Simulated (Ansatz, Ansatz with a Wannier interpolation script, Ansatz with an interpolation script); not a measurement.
An input for Ansatz 0.2.0 (CdSe (Cadmoselite)):

```yaml
crystal:
  lattice:
    - [4.3430000022, 0.0, 0.0]
    - [-2.1715000011, 3.7611483305, 0.0]
    - [0.0, 0.0, 6.9500487793]
  atoms:
    - { symbol: Cd, position: [0.3333333333, 0.6666666667, 0.0024228417] }
    - { symbol: Cd, position: [0.6666666667, 0.3333333333, 0.5024228417] }
    - { symbol: Se, position: [0.3333333333, 0.6666666667, 0.3825771583] }
    - { symbol: Se, position: [0.6666666667, 0.3333333333, 0.8825771583] }
kpoints:
  mp_grid: { grid: [6, 6, 4] }
hamiltonian:
  xc: r2scan
scf:
  occupations: { method: fixed }
gw:
  n_empty_bands: 521
  ecut_chi: 160.0
  qp_bands: [v6, c1]
  screening: { model: contour_deformation }
```

The database entry behind the starting cell differs from later determinations by our own check (inner coordinate of an old entry), so it need not match the best structure at ambient conditions.

```sh
ansatz run input.yaml --threads 16 --pin off --max-ram 64512MiB --backend cuda --events-out ev --progress --plain --runs-dir out --devices 1 --max-vram 78GiB
```

Question: How long will it take on 1 × NVIDIA GB200 (shared by 2 runs) with 16 threads of Arm Neoverse V2, shared host, and how much memory?

It took 46 s; on shared hardware allow 23 s to 91 s. Peak host memory was 2.9 GiB. The sizes that set the cost: 2863 plane waves a state, 21 irreducible k points, 557 bands summed, 537 plane waves in the screening and 7 SCF cycles.

The screening grows as filled bands × empty bands × pairs of k points, times the square of the screening basis for the matrix.

[Paths, hosts, dates, memory and timing lines, banners, echoed tables and standing remarks are left out of the program output.]

[Logs are printed without paths, hosts, clocks, repeated set-up lines and the standing remarks that a program may print on its own settings, such as how far it seeks lower states.]

[Runs of the session that timed out or met a known fault of the program may be left out.]

[Hosts, paths, dates, database ids (printed as entryN), source tags and the programs' standing remarks are cut or masked in the printed files.]
